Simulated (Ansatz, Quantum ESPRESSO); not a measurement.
**Si3Ru (Fm-3m): zone-centre phonons**

Aim: the zone-centre modes of Si3Ru (Fm-3m).

Main program and level: Quantum ESPRESSO 7.5; DFT PBE, scalar-relativistic, plane waves, SG15 norm-conserving pseudopotentials.

The structure was built from a prototype and need not be the compound's stable phase.

## Step 1: The structure

The structure is cubic, space group Fm-3m (No. 225). The conventional cell has a = 6.086 Å, b = 6.086 Å, c = 6.086 Å, α = 90.00°, β = 90.00°, γ = 90.00°. Ru has 14 Si at 2.64 to 3.04 Å nearest. Si has 8 Si at 2.64 Å and 6 Ru at 3.04 Å nearest. Si has 4 Si at 2.64 Å and 4 Ru at 2.64 Å nearest. Farther neighbours are not listed.

Coordinates:

```cif
data_structure
_symmetry_space_group_name_H-M 'P 1'
_symmetry_Int_Tables_number 1
_cell_length_a 4.3034
_cell_length_b 4.3034
_cell_length_c 4.3034
_cell_angle_alpha 60.000
_cell_angle_beta 60.000
_cell_angle_gamma 60.000
_cell_volume 56.35
loop_
_atom_site_label
_atom_site_type_symbol
_atom_site_fract_x
_atom_site_fract_y
_atom_site_fract_z
_atom_site_occupancy
Ru1 Ru 0.00000 0.00000 0.00000 1
Si2 Si 0.50000 0.50000 0.50000 1
Si3 Si 0.75000 0.75000 0.75000 1
Si4 Si 0.25000 0.25000 0.25000 1
```

## Step 2: A probe with smearing

A cheap run with smearing and empty bands tells whether the crystal has a gap, which decides between fixed occupations and smearing later on.

The input, probe.in:

```
&control
   calculation = 'scf'
   prefix = 'x'
   outdir = './tmp'
   pseudo_dir = './pseudo'
   tprnfor = .true.
   tstress = .true.
   verbosity = 'high'
/
&system
   ibrav = 0
   nat = 4
   ntyp = 2
   ecutwfc = 60.0
   occupations = 'smearing'
   smearing = 'gaussian'
   degauss = 0.01
/
&electrons
   conv_thr = 1.0d-07
   mixing_beta = 0.7
   electron_maxstep = 100
/
ATOMIC_SPECIES
 Ru    101.0700  Ru.upf
 Si     28.0850  Si.upf
CELL_PARAMETERS angstrom
    -3.042938060    0.000000000    3.042938060
     0.000000000    3.042938060    3.042938060
    -3.042938060    3.042938060    0.000000000
ATOMIC_POSITIONS crystal
 Ru     0.000000000   0.000000000   0.000000000
 Si     0.500000000   0.500000000   0.500000000
 Si     0.750000000   0.750000000   0.750000000
 Si     0.250000000   0.250000000   0.250000000
K_POINTS automatic
 6 6 6 0 0 0
```

Run with:

```console
$ OMP_NUM_THREADS=1 mpirun -n 4 pw.x -nk 4 -in probe.in > probe.out
```

Output:

```text
[banners, grids, parts of the stress and lines that vanish by symmetry left out]
Program PWSCF v.7.5
     Message from routine setup:
     using ibrav=0 with symmetry is DISCOURAGED, use correct ibrav instead
[...]
kinetic-energy cutoff     =      60.0000  Ry
     charge density cutoff     =     240.0000  Ry
     scf convergence threshold =      1.0E-07
[...]
Exchange-correlation= PBE
                           (   1   4   3   4   0   0   0)
[...]
48 Sym. Ops., with inversion, found
[...]
(     0          1          0      )
                  (     0          0          1      )
[...]
(  0.0000000  1.0000000  0.0000000 )
                  ( -0.0000000 -0.0000000  1.0000000 )
[...]
(     1          0         -1      )
                  (     0          0         -1      )
[...]
(     0          1          0      )
[...]
( -1.0000000  0.0000000  0.0000000 )
                  (  0.0000000  1.0000000 -0.0000000 )
[...]
number of k points=    16  Gaussian smearing, width (Ry)=  0.0100
[...]
End of self-consistent calculation
[...]
the Fermi energy is    13.8060 ev
!    total energy              =    -212.26906409 Ry
[...]
convergence has been achieved in   7 iterations
[...]
atom    1 type  1   force =    -0.00000000    0.00000000   -0.00000000
     atom    2 type  2   force =     0.00000000    0.00000000    0.00000000
     atom    3 type  2   force =    -0.00000000   -0.00000000    0.00000000
     atom    4 type  2   force =     0.00000000   -0.00000000    0.00000000
[...]
Total force =     0.000000     Total SCF correction =     0.000000
[...]
total   stress  (Ry/bohr**3)                   (kbar)     P=      -56.27
[...]
XML data file, charge density, pseudopotentials, collected wavefunctions

   JOB DONE.
```

Wall time 4.6 s (4 MPI ranks of Arm Neoverse V2, shared host); 18 s of CPU time.

Numbers from this step:

* volume per atom: 14.09 Å³
* pressure: -5.627 GPa
* gap on the k-mesh: 0 eV

No gap opens on this mesh, so smearing is kept; the start stands at -5.6 GPa.

## Step 3: Relaxation

The relaxation runs at a cutoff a fifth above that of the response, since stress converges more slowly with the basis than frequencies do. Forces and stress are brought to rest with tight thresholds.

The input, relax.in:

```
&control
   calculation = 'vc-relax'
   prefix = 'x'
   outdir = './tmp'
   pseudo_dir = './pseudo'
   tprnfor = .true.
   tstress = .true.
   forc_conv_thr = 2.0d-05
   etot_conv_thr = 1.0d-07
   nstep = 40
/
&system
   ibrav = 0
   nat = 4
   ntyp = 2
   ecutwfc = 72
   occupations = 'smearing'
   smearing = 'mv'
   degauss = 0.02
/
&electrons
   conv_thr = 1.0d-11
   mixing_beta = 0.7
   electron_maxstep = 100
/
&ions
/
&cell
   press_conv_thr = 0.2
/
ATOMIC_SPECIES
 Ru    101.0700  Ru.upf
 Si     28.0850  Si.upf
CELL_PARAMETERS angstrom
    -3.042938060    0.000000000    3.042938060
     0.000000000    3.042938060    3.042938060
    -3.042938060    3.042938060    0.000000000
ATOMIC_POSITIONS crystal
 Ru     0.000000000   0.000000000   0.000000000
 Si     0.500000000   0.500000000   0.500000000
 Si     0.750000000   0.750000000   0.750000000
 Si     0.250000000   0.250000000   0.250000000
K_POINTS automatic
 10 10 10 0 0 0
```

Run with:

```console
$ OMP_NUM_THREADS=1 mpirun -n 4 pw.x -nk 4 -in relax.in > relax.out
```

Output:

```text
[banners, grids, parts of the stress and lines that vanish by symmetry left out]
[banner, memory and clock lines left out]
Program PWSCF v.7.5

[...]
kinetic-energy cutoff     =      72.0000  Ry
     charge density cutoff     =     288.0000  Ry
     scf convergence threshold =      1.0E-11
[...]
energy convergence thresh.=      1.0E-07
     force convergence thresh. =      2.0E-05
     press convergence thresh. =      2.0E-01
     Exchange-correlation= PBE
                           (   1   4   3   4   0   0   0)
[...]
48 Sym. Ops., with inversion, found
[...]
number of k points=    47  Marzari-Vanderbilt smearing, width (Ry)=  0.0200
[...]
End of self-consistent calculation
[...]
the Fermi energy is    13.8495 ev
!    total energy              =    -212.26752150 Ry
[...]
convergence has been achieved in  11 iterations
[...]
atom    1 type  1   force =     0.00000000    0.00000000    0.00000000
     atom    2 type  2   force =    -0.00000000   -0.00000000   -0.00000000
     atom    3 type  2   force =    -0.00000000   -0.00000000    0.00000000
     atom    4 type  2   force =     0.00000000    0.00000000   -0.00000000
     Total force =     0.000000     Total SCF correction =     0.000000
[...]
total   stress  (Ry/bohr**3)                   (kbar)     P=      -45.22
[...]
number of bfgs steps    =   0
[...]
CELL_PARAMETERS (angstrom)
[...]
ATOMIC_POSITIONS (crystal)
Ru               0.0000000000        0.0000000000        0.0000000000
Si               0.5000000000        0.5000000000        0.5000000000
Si               0.7500000000        0.7500000000        0.7500000000
Si               0.2500000000        0.2500000000        0.2500000000
[...]
New effective cutoffs (rho, wfc):  292.21   73.11
[...]
End of self-consistent calculation
[...]
the Fermi energy is    14.2856 ev
!    total energy              =    -212.26923939 Ry
[...]
convergence has been achieved in   7 iterations
[...]
atom    1 type  1   force =    -0.00000000    0.00000000   -0.00000000
     atom    2 type  2   force =     0.00000000    0.00000000    0.00000000
     atom    3 type  2   force =     0.00000000   -0.00000000   -0.00000000
     atom    4 type  2   force =    -0.00000000    0.00000000    0.00000000
     Total force =     0.000000     Total SCF correction =     0.000000
[...]
total   stress  (Ry/bohr**3)                   (kbar)     P=      -12.14
[...]
number of bfgs steps    =   1
[...]
CELL_PARAMETERS (angstrom)
[...]
ATOMIC_POSITIONS (crystal)
[...]
New effective cutoffs (rho, wfc):  293.84   73.52
[...]
End of self-consistent calculation
[...]
the Fermi energy is    14.4452 ev
!    total energy              =    -212.26936075 Ry
[...]
convergence has been achieved in   9 iterations
[...]
atom    1 type  1   force =    -0.00000000   -0.00000000    0.00000000
     atom    2 type  2   force =     0.00000000    0.00000000   -0.00000000
     atom    3 type  2   force =     0.00000000   -0.00000000    0.00000000
     atom    4 type  2   force =     0.00000000    0.00000000   -0.00000000
     Total force =     0.000000     Total SCF correction =     0.000000
[...]
total   stress  (Ry/bohr**3)                   (kbar)     P=        0.71
[...]
number of bfgs steps    =   2
[...]
CELL_PARAMETERS (angstrom)
[...]
ATOMIC_POSITIONS (crystal)
[...]
New effective cutoffs (rho, wfc):  293.75   73.50
[...]
End of self-consistent calculation
[...]
the Fermi energy is    14.4364 ev
!    total energy              =    -212.26936115 Ry
[...]
convergence has been achieved in   8 iterations
[...]
atom    1 type  1   force =    -0.00000000   -0.00000000    0.00000000
     atom    2 type  2   force =     0.00000000   -0.00000000    0.00000000
     atom    3 type  2   force =    -0.00000000   -0.00000000    0.00000000
     atom    4 type  2   force =     0.00000000    0.00000000   -0.00000000
     Total force =     0.000000     Total SCF correction =     0.000000
[...]
total   stress  (Ry/bohr**3)                   (kbar)     P=       -0.01
[...]
number of bfgs steps    =   3
[...]
small trust_radius: resetting bfgs history
[...]
CELL_PARAMETERS (angstrom)
[...]
ATOMIC_POSITIONS (crystal)
[...]
New effective cutoffs (rho, wfc):  293.75   73.50
[...]
End of self-consistent calculation
[...]
the Fermi energy is    14.4365 ev
!    total energy              =    -212.26936115 Ry
[...]
convergence has been achieved in   3 iterations
[...]
atom    1 type  1   force =     0.00000000   -0.00000000    0.00000000
     atom    2 type  2   force =    -0.00000000    0.00000000   -0.00000000
     atom    3 type  2   force =     0.00000000   -0.00000000    0.00000000
     atom    4 type  2   force =     0.00000000    0.00000000   -0.00000000
     Total force =     0.000000     Total SCF correction =     0.000000
[...]
total   stress  (Ry/bohr**3)                   (kbar)     P=       -0.00
[...]
bfgs converged in   5 scf cycles and   4 bfgs steps
[...]
End of BFGS Geometry Optimization
     Final enthalpy           =    -212.2693611489 Ry
     File ./tmp/x.bfgs deleted, as requested
[...]
CELL_PARAMETERS (angstrom)
[...]
ATOMIC_POSITIONS (crystal)
[...]
Si               0.7500000000        0.7500000000        0.7500000000
Si               0.2500000000        0.2500000000        0.2500000000
[...]
Final scf calculation at the relaxed structure.
[...]
kinetic-energy cutoff     =      72.0000  Ry
     charge density cutoff     =     288.0000  Ry
     scf convergence threshold =      1.0E-13
[...]
press convergence thresh. =      2.0E-01
     Exchange-correlation= PBE
                           (   1   4   3   4   0   0   0)
[...]
48 Sym. Ops., with inversion, found
[...]
number of k points=    47  Marzari-Vanderbilt smearing, width (Ry)=  0.0200
[...]
c_bands:  1 eigenvalues not converged
     c_bands:  3 eigenvalues not converged
     c_bands:  2 eigenvalues not converged
     c_bands:  4 eigenvalues not converged
[...]
End of self-consistent calculation
[...]
the Fermi energy is    14.4365 ev
!    total energy              =    -212.26935705 Ry
[...]
convergence has been achieved in  12 iterations
[...]
atom    1 type  1   force =    -0.00000000    0.00000000   -0.00000000
     atom    2 type  2   force =     0.00000000    0.00000000    0.00000000
     atom    3 type  2   force =     0.00000000   -0.00000000    0.00000000
     atom    4 type  2   force =    -0.00000000    0.00000000   -0.00000000
     Total force =     0.000000     Total SCF correction =     0.000000
[...]
total   stress  (Ry/bohr**3)                   (kbar)     P=       -0.03
[...]
XML data file, charge density, pseudopotentials, collected wavefunctions
```

It took 77 s on 4 MPI ranks.

Step by step:

| step | energy less that of the first step (eV) | largest force (eV/Å) | pressure (GPa) | volume (Å³) |
| --- | --- | --- | --- | --- |
| 1 | 0.0000 | 0.0000 | -4.52 | 56.35 |
| 2 | -0.0234 | 0.0000 | -1.21 | 55.06 |
| 3 | -0.0250 | 0.0000 | 0.07 | 54.60 |
| 4 | -0.0250 | 0.0000 | 0.00 | 54.63 |
| 5 | -0.0250 | 0.0000 | 0.00 | 54.63 |
| 6 | -0.0250 | 0.0000 | 0.00 | 54.63 |

| conventional cell, symmetrised | before | after | change |
| --- | --- | --- | --- |
| a (Å) | 6.086 | 6.023 | -1.0 % |
| b (Å) | 6.086 | 6.023 | -1.0 % |
| c (Å) | 6.086 | 6.023 | -1.0 % |
| volume (Å³/atom) | 14.09 | 13.66 | -3.1 % |

The last row of the table of steps is pw.x's closing run on a basis chosen anew for the final cell, so its energy can jump.

Numbers from this step:

| Property | Result |
| --- | --- |
| volume per atom | 13.66 Å³ |
| pressure | -0.003000 GPa |

The volume changes by -3.1 % from the cell with which this run began.

## Step 4: Ground state

The response is built on this ground state, so it is converged far tighter than an energy would need. Smearing stays on, as the first look found no gap above 0.3 eV.

The input, scf.in:

```
&control
   calculation = 'scf'
   prefix = 'x'
   outdir = './tmp'
   pseudo_dir = './pseudo'
   tprnfor = .true.
   tstress = .true.
/
&system
   ibrav = 0
   nat = 4
   ntyp = 2
   ecutwfc = 60.0
   occupations = 'smearing'
   smearing = 'mv'
   degauss = 0.02
/
&electrons
   conv_thr = 1.0d-12
   mixing_beta = 0.7
   electron_maxstep = 100
/
ATOMIC_SPECIES
 Ru    101.0700  Ru.upf
 Si     28.0850  Si.upf
CELL_PARAMETERS angstrom
    -3.011603911    0.000000000    3.011603911
     0.000000000    3.011603911    3.011603911
    -3.011603911    3.011603911    0.000000000
ATOMIC_POSITIONS crystal
 Ru     0.000000000   0.000000000   0.000000000
 Si     0.500000000   0.500000000   0.500000000
 Si     0.750000000   0.750000000   0.750000000
 Si     0.250000000   0.250000000   0.250000000
K_POINTS automatic
 10 10 10 0 0 0
```

Run with:

```console
$ OMP_NUM_THREADS=1 mpirun -n 4 pw.x -nk 4 -in scf.in > scf.out
```

Output:

```text
[banners, grids, parts of the stress and lines that vanish by symmetry left out]
[banner, memory and clock lines left out]
Program PWSCF v.7.5

[...]
kinetic-energy cutoff     =      60.0000  Ry
     charge density cutoff     =     240.0000  Ry
     scf convergence threshold =      1.0E-12
[...]
Exchange-correlation= PBE
                           (   1   4   3   4   0   0   0)
[...]
48 Sym. Ops., with inversion, found
[...]
number of k points=    47  Marzari-Vanderbilt smearing, width (Ry)=  0.0200
[...]
End of self-consistent calculation
[...]
the Fermi energy is    14.4367 ev
!    total energy              =    -212.26916849 Ry
[...]
convergence has been achieved in  12 iterations
[...]
atom    1 type  1   force =     0.00000000    0.00000000    0.00000000
     atom    2 type  2   force =     0.00000000    0.00000000    0.00000000
     atom    3 type  2   force =    -0.00000000    0.00000000   -0.00000000
     atom    4 type  2   force =     0.00000000   -0.00000000   -0.00000000
     Total force =     0.000000     Total SCF correction =     0.000000
[...]
total   stress  (Ry/bohr**3)                   (kbar)     P=       -0.38
[...]
XML data file, charge density, pseudopotentials, collected wavefunctions
```

It took 12 s on 4 MPI ranks.

Read from the output:

```yaml
pressure: -0.038 GPa
```

The cell stands at -0.038 GPa, close enough for phonons.

(Continued in part 2 of 3.)

[Host names and launcher messages were left out of these logs when they were recorded.]

[Logs are printed without paths, hosts, clocks, repeated set-up lines and the standing remarks that a program may print on its own settings, such as how far it seeks lower states.]

[Hosts, paths, dates, database ids (printed as entryN), source tags and the programs' standing remarks are cut or masked in the printed files.]
